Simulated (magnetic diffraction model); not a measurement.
# Which magnetic order? Sr₂TaFeS₆

Space group P6_3/mmc (no. 194), a = 6.6140 Å, c = 21.8680 Å.

| site | atom | x | y | z |
| --- | --- | --- | --- | --- |
| 4f | Ta | 2/3 | 1/3 | 0.0597 |
| 4f | Sr | 2/3 | 1/3 | 0.6331 |
| 2d | Sr | 1/3 | 2/3 | 3/4 |
| 2a | Sr | 0 | 0 | 1/2 |
| 4e | Fe | 0 | 0 | 0.6790 |
| 12k | S | 0.8195 | 0.1805 | 0.1177 |
| 6h | S | 0.1573 | 0.8427 | 1/4 |
| 6g | S | 1/2 | 1/2 | 1/2 |

This is a made-up structure (elements placed in a structure type, unrelaxed), so the numbers test the method and describe no known phase.

Only Fe is taken to order (form factors of Fe3+); orders and moment sizes are assumed, and not adapted to the symmetry. Radiation: neutrons of λ = 2.567 Å, 8° to 55°; isotropic B of 0.1 Å² (Ta), 0.1 Å² (Sr), 0.12 Å² (Fe) and 0.17 Å² (S). Simulated constant-wavelength pattern: nuclear and magnetic terms add, the magnetic one as |2.695 fm × Σ f S⊥ exp(2πi Q·r) exp(−B s²)|², summed over all Q at one angle with the factor 1/(sin²θ cos θ). For collinear order S is the moment m, which repeats by lattice and centring translations R with the sign exp(−2πi k·R). Free-ion form factors, Sears's scattering lengths of 1992, no absorption; a label names one of the reflections at its angle. The strongest nuclear line in the range is 100, and lines under 0.2 are left out.

Above the ordering temperature:

```tsv
2θ (°)	index	I
13.48	(0 0 2)	0.4
25.90	(1 0 0)	8.8
26.79	(1 0 1)	2.4
27.16	(0 0 4)	0.2
29.31	(1 0 2)	19.6
33.12	(1 0 3)	2.8
37.88	(1 0 4)	1.7
41.24	(0 0 6)	1.0
43.34	(1 0 5)	45.4
45.67	(1 1 0)	100.0
47.84	(1 1 2)	1.0
49.34	(1 0 6)	42.2
53.25	(2 0 0)	0.6
53.95	(1 1 4)	0.6
```

Below it (cell unchanged):

```csv
2θ (°),I
10.10,36.8
13.48,0.4
16.88,4.0
25.90,8.8
26.12,24.1
26.79,2.4
27.16,0.2
27.86,15.1
29.31,19.6
30.63,1.1
31.07,4.3
33.12,2.8
37.67,2.2
37.88,1.7
40.53,2.6
41.24,1.0
43.34,45.4
44.85,2.3
45.67,100.0
45.81,6.6
46.28,6.8
46.90,4.2
47.84,1.0
49.03,1.3
49.34,42.2
52.23,1.6
52.52,8.1
53.25,0.6
53.37,4.5
53.95,0.6
54.35,2.9
```

**Question.** Find the propagation vector, then choose among these models:
A. collinear moments along [101], 4.17 μB on Fe; signs + at (0, 0, 0.6790), + at (0, 0, 0.3210), + at (0, 0, 0.1790), + at (0, 0, 0.8210)
B. collinear moments along [100], 4.17 μB on Fe; signs + at (0, 0, 0.6790), + at (0, 0, 0.3210), + at (0, 0, 0.1790), + at (0, 0, 0.8210)
C. collinear moments along [100], 4.17 μB on Fe; signs + at (0, 0, 0.6790), − at (0, 0, 0.3210), − at (0, 0, 0.1790), + at (0, 0, 0.8210)
D. collinear moments along [101], 4.17 μB on Fe; signs + at (0, 0, 0.6790), − at (0, 0, 0.3210), − at (0, 0, 0.1790), + at (0, 0, 0.8210)

The new lines index as (0 0 3/2) at 10.10°, (0 0 5/2) at 16.88°, (1 0 1/2) at 26.12° and (1 0 3/2) at 27.86°, that is as H ± k with k = (0 0 1/2). Half indices mean that the moments reverse under translations with k·R a half-integer, and the magnetic cell has twice the primitive volume. Below the range, at 3.36°, lies the magnetic line (0 0 1/2) with 520.

Magnetic intensity, observed (below minus above) and for each model:

| 2θ (°) | index | observed | A | B | C | D |
| --- | --- | --- | --- | --- | --- | --- |
| 10.10 | (0 0 3/2) | 36.8 | 3.1 | 36.8 | 36.8 | 3.1 |
| 16.88 | (0 0 5/2) | 4.0 | 0.3 | 4.0 | 4.0 | 0.3 |
| 26.12 | (1 0 1/2) | 24.1 | 44.8 | 24.1 | 24.1 | 44.8 |
| 27.86 | (1 0 3/2) | 15.1 | 22.4 | 15.1 | 15.1 | 22.4 |
| 45.81 | (1 1 1/2) | 6.6 | 12.6 | 6.6 | 6.6 | 12.6 |
| 46.28 | (1 0 11/2) | 6.8 | 3.0 | 6.8 | 6.8 | 3.0 |
| 52.52 | (1 0 13/2) | 8.1 | 2.9 | 8.1 | 8.1 | 2.9 |
| 53.37 | (2 0 1/2) | 4.5 | 8.6 | 4.5 | 4.5 | 8.6 |

Models B and C match alike on every line, so these data can't choose among them (such ties are often domains of one structure).

The structure used: k = (0 0 1/2), collinear moments along [100], 4.17 μB on Fe; signs + at (0, 0, 0.6790), − at (0, 0, 0.3210), − at (0, 0, 0.1790), + at (0, 0, 0.8210).

[Logs are printed without paths, hosts, clocks, repeated set-up lines and the standing remarks that a program may print on its own settings, such as how far it seeks lower states.]
